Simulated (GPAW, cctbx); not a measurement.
# How far are the atoms of BiIr2Pb2 from free atoms?

Aim: compute the bonding part of the density of BiIr2Pb2, find which reflections carry it, and see how it biases an ordinary refinement.

The cell comes from substitution in a known structure type and wasn't matched to any measured phase. All numbers below are calculated.

## Step 1: Relax the structure

The density hangs on the geometry, so cell and atoms are relaxed first, with the symmetry held. The cutoff is set higher than for the density because stress converges slowly with plane waves.

Settings: GPAW 26.7.0, PBE, 570 eV, 5×5×5 k-points, Fermi–Dirac width 0.1 eV, BFGS to 0.03 eV/Å.

```text
cell
1.0
     4.665000000    0.000000000    0.000000000
     0.000000000    4.665000000    0.000000000
    -2.332500000   -2.332500000    5.458500000
Bi Pb Ir
1 2 2
Direct
0.000000000 0.000000000 0.000000000
0.618100000 0.618100000 0.236200000
0.381900000 0.381900000 0.763800000
0.750000000 0.250000000 0.500000000
0.250000000 0.750000000 0.500000000
```

```console
$ OMP_NUM_THREADS=1 mpirun -n 4 gpaw python run.py > gpaw.log
```

```text
BFGS:    0      -27.582684        3.397925
BFGS:    1      -27.840294        1.673336
BFGS:    2      -27.943082        0.364473
BFGS:    3      -27.952559        0.260225
...
BFGS:    6      -27.961474        0.094496
BFGS:    7      -27.962017        0.032219
BFGS:    8      -27.962068        0.013128
cell  4.6802 4.6802 6.4555  111.25 111.25 90.00
volume 121.410 A^3, largest force 0.004 eV/A, largest stress 0.09 GPa
```

After 8 steps the volume has changed by +2.2 % and the energy by -0.379 eV; the largest stress left is 0.09 GPa. It took 3.6 min on 4 cores of Intel(R) Xeon(R) Platinum 8488C (Sapphire Rapids) (shared host), peak memory 1.3 GiB.

Relaxed structure: I4/mmm (no. 139), a = 4.6802 Å, b = 4.6802 Å, c = 11.0853 Å, α = 90.00°, β = 90.00°, γ = 90.00°.

```
atom  mult.    x    y       z
 Bi1      2    0    0       0
 Pb1      4  1/2  1/2  0.1288
 Ir1      4  1/2    0     1/4
```

## Step 2: The all-electron density

X-rays see the whole electron density, so the PAW density is rebuilt with its core regions. Subtracting spherical free atoms from the same code cancels the cores and leaves the deformation density Δρ, the part due to bonding.

Settings: PBE, 450 eV, 6×6×6 k-points, Fermi–Dirac width 0.1 eV; primitive cell of 5 atoms.

```console
$ OMP_NUM_THREADS=1 mpirun -n 4 gpaw python run.py > gpaw.log
```

```text
|iter:   1|       0s |  -30.063295 | +0.18 |       |
|iter:   2|       2s |  -28.858050 | -1.45 | -1.19 |
|iter:   3|       4s |  -27.809838 | -1.36 | -1.31 |
...
|iter:  10|      21s |  -27.806333c| -6.02 | -4.19c|
|iter:  11|      23s |  -27.806345c| -6.84 | -4.76c|
|iter:  12|      25s |  -27.806342c| -7.59c| -5.31c|
```

```text
gpts.py:43: UserWarning: Initial realspace grid (24,24,32) inconsistent with symmetries.
gpts.py:43: UserWarning: Initial realspace grid (24,24,32) inconsistent with symmetries.
gpts.py:43: UserWarning: Initial realspace grid (24,24,32) inconsistent with symmetries.
gpts.py:43: UserWarning: Initial realspace grid (24,24,32) inconsistent with symmetries.
gpts.py:70: UserWarning: Using symmetrized grid: (32,32,32).
gpts.py:70: UserWarning: Using symmetrized grid: (32,32,32).
gpts.py:70: UserWarning: Using symmetrized grid: (32,32,32).
gpts.py:70: UserWarning: Using symmetrized grid: (32,32,32).
grid (64, 64, 64)  electrons 401.000  moved by bonding 0.986 e
deformation density beyond 0.5 A of the nuclei: max 0.140, min -0.077 e/A^3
atom        x       y       z   Voronoi charge  moment
Bi1    0.0000  0.0000  0.0000      0.334       0.00
Pb2    0.6288  0.6288  0.2577      0.086       0.00
Pb3    0.3712  0.3712  0.7423      0.086       0.00
Ir4    0.7500  0.2500  0.5000     -0.253       0.00
Ir5    0.2500  0.7500  0.5000     -0.253       0.00
mean inner potential of superposed free atoms 24.735 V
total magnetic moment 0.000 muB
```

Deformation density in a plane through the shortest contact of the Pb atom at the origin, in 0.01 e/Å³ (clipped at ±99); x from -1.6 to 4.3 Å, y from 2.4 down to -2.4 Å:

```text
  .   .  12   0  -1   0  -1  -3  -5  -5  -3  -1  -1  -1   0   0
  .   .  12   0  -1   0  -1  -2  -2  -2  -1   0   0   0   0   0
 11   9   6   3   1  -1  -1  -1  -1   0   0   1   1   0   0   0
  2   5   6   4  -1  -3  -2  -1   0  -1  -1   0   1   1   1   0
  1   3   2  -4  -6  -7  -4   0   0  -2   2   8   6   1   1   1
  0   0  -4   0   .  -1  -6   1   3   5  14   .  11   3  -1   0
 -1  -1  -3   .   .   .  -5   3   6   9   .   .   .   4  -2   0
  0   0  -2   1   .  -2  -4   3   5   7   7   .   9   3  -1   0
  1   3   3  -1  -2  -3  -2   1   2   2   7   9   7   4   2   0
  1   4   7   6   2   0  -1   0   1   1   2   4   6   4   0  -3
 -3  -1   3   4   2   0  -1   0   0   0   1   2   2  -4  -6  -6
 -3   4  -2   0   0   0  -1   0   0   0   0   0  -3  -2   .   .
  .   .  -2  -3  -1  -1   0   0   0   0  -1  -1  -3  -3   .   .
```

Atoms in or within 0.15 Å of the plane: Pb (4.1, -2.3), Pb (0.0, 0.0), Ir (2.7, 0.0), Ir (-1.4, 2.3) Å. Dots mark points within about 0.45 Å of a nucleus; large values next to them are atomic features.

Ir gains most (-0.25 e) and Bi loses most (+0.33 e), which isn't the order of electronegativity: valence and coordination count too, and Voronoi cells cut space at the midplane whatever the atoms' sizes. Along the shortest contact from the Pb atom at the map's origin, Pb–Ir at 2.70 Å, Δρ is +0.06 e/Å³ at the midpoint and highest, +0.09, 1.99 Å from Pb (points within 0.5 Å of a nucleus left out): a modest build-up. At the midpoints of other shortest contacts it is +0.07 (Pb–Pb, 2.86 Å) and +0.03 (Ir–Ir, 3.31 Å) e/Å³. Point values carry grid noise of about 0.01 e/Å³. The run needed 12 iterations, 38 s.

## Step 3: Structure factors

The Fourier components of Δρ, added to those of the free atoms, give the static X-ray structure factors; the Mott–Bethe relation turns them into the Fourier components V of the potential that fast electrons feel.

```text
static structure factors of the conventional cell: F in electrons, V (Mott-Bethe) in volts
   h  k  l      d  |F| table  |F| free   |F| DFT   change   |V| free  |V| DFT  change %
   0  0  2  5.5427   150.978   151.140   152.091    0.950     3.898    3.347    -14.1
   1  0  1  4.3117    56.409    56.309    56.549    0.240     1.384    1.300     -6.1
   1  1  0  3.3094   166.668   166.479   165.473   -1.006     4.036    4.244      5.2
   1  0  3  2.9002   362.243   362.052   361.847   -0.205     8.270    8.302      0.4
   1  1  2  2.8414   398.830   398.568   398.963    0.395     9.079    9.018     -0.7
   0  0  4  2.7713   127.301   127.163   127.468    0.305     2.953    2.909     -1.5
   2  0  0  2.3401   668.412   667.962   667.816   -0.146    13.855   13.871      0.1
   2  0  2  2.1558   128.645   128.364   128.181   -0.183     2.588    2.604      0.6
   1  1  4  2.1247   380.692   380.337   379.872   -0.466     7.510    7.550      0.5
   2  1  1  2.0567    48.801    48.788    48.751   -0.037     0.915    0.918      0.3
   1  0  5  2.0036   294.184   294.115   293.981   -0.134     5.618    5.628      0.2
   0  0  6  1.8476    73.239    72.973    72.405   -0.568     1.391    1.428      2.6
   2  1  3  1.8212   321.162   321.108   320.853   -0.255     5.824    5.840      0.3
   2  0  4  1.7879   112.962   112.703   112.760    0.057     2.102    2.098     -0.2
```

The largest X-ray change is -1.01 e on 110, 0.6 % of |F|. For electrons V goes as (Z − F)/g², so a change of F counts against Z − F, which is small at low angle and wherever the atoms' terms cancel: |V| of 002 moves by -14.1 % (3.90 to 3.35 V) against +0.6 % in |F|. The last three rows still change by up to 0.57 e; the table stops while the angles are still low. The tabulated Hartree–Fock atoms differ from the free DFT atoms by up to 0.45 e, so the choice of reference atom matters too.

## Step 4: How cheap can the run be?

Cutoff and k-mesh: one is changed at a time, to find what the result needs.

```csv
run,ΔF 110 (e),ΔF 002 (e),ΔF 006 (e),q(Ir) (e),moved (e),time
450 eV 6×6×6,-1.006,+0.950,-0.568,-0.253,0.986,38 s
250 eV 6×6×6,-0.992,+0.929,-0.565,-0.249,1.049,22 s
350 eV 6×6×6,-1.012,+0.952,-0.564,-0.251,0.976,29 s
750 eV 6×6×6,-1.005,+0.951,-0.567,-0.252,0.977,87 s
450 eV 2×2×2,-0.825,+0.979,-0.484,-0.240,0.944,15 s
450 eV 3×3×3,-0.997,+0.955,-0.575,-0.256,1.010,18 s
```

Within 0.02 e of the base on all three: 450 eV 3×3×3, 350 eV 6×6×6 and 750 eV 6×6×6. The largest error, 0.181 e, comes with 450 eV 2×2×2. Times are from shared hosts.

## Step 5: What a spherical-atom refinement makes of it

Routine crystallography fits spherical atoms. To see the bias, intensities are simulated from tabulated atoms plus the DFT change ΔF, so that bonding alone can misfit (7966 reflections of the full sphere, merged to the counts below, to 0.4 Å, 1.5 % proportional noise plus counting noise, assumed isotropic U as listed, Δρ smeared by the mean U) and refined with cctbx over different ranges.

```
                    range  data      R1  GooF  U Bi1 (true 0.0039)  U Pb1 (true 0.0039)  U Ir1 (true 0.004)  largest shift (Å)  Δρ max, min (e/Å³)
                 all data   629  0.0040  0.93               0.0039               0.0039              0.0040             0.0000         1.13, -0.89
 low resolution, d > 0.84    84  0.0034  0.95               0.0038               0.0038              0.0040             0.0001         0.60, -0.43
     high order, d < 0.75   513  0.0043  0.92               0.0039               0.0039              0.0040             0.0000         0.75, -1.02
occupancies free, d > 0.7   135  0.0034  0.98               0.0039               0.0040              0.0040             0.0001         0.48, -0.49
```

With all data GooF is 0.93, so at this noise the bonding hardly shows; the top residual peak lies 0.83 Å from Pb and 2.03 Å from Pb. No U is off by more than 3 s.u. at low resolution. With Bi1 held at 1 and the scale free, the other occupancies refine to Pb1 1.000(0.001) and Ir1 0.999(0.001), within three s.u. of full.

## Step 6: Answer

Bonding moves 0.99 e in the primitive cell of BiIr2Pb2 and changes the structure factors of the conventional cell in the table above by at most 1.01 e (110, 0.6 %), and among reflections above 2 % of the strongest by up to 0.8 % (006). The shortest bond, Pb–Ir, has Δρ = +0.06 e/Å³ at its midpoint. Within 0.02 e of the base on all three: 450 eV 3×3×3, 350 eV 6×6×6 and 750 eV 6×6×6. The largest error, 0.181 e, comes with 450 eV 2×2×2. With all data GooF is 0.93, so at this noise the bonding hardly shows. Limits: static density, frozen cores, no spin–orbit coupling.

[Outputs are excerpts: Python notices, other lines and further rows are left out; steps that failed or that the build refused (PBEsol, TPSS) are not shown.]

[Logs are printed without paths, hosts, clocks, repeated set-up lines and the standing remarks that a program may print on its own settings, such as how far it seeks lower states.]
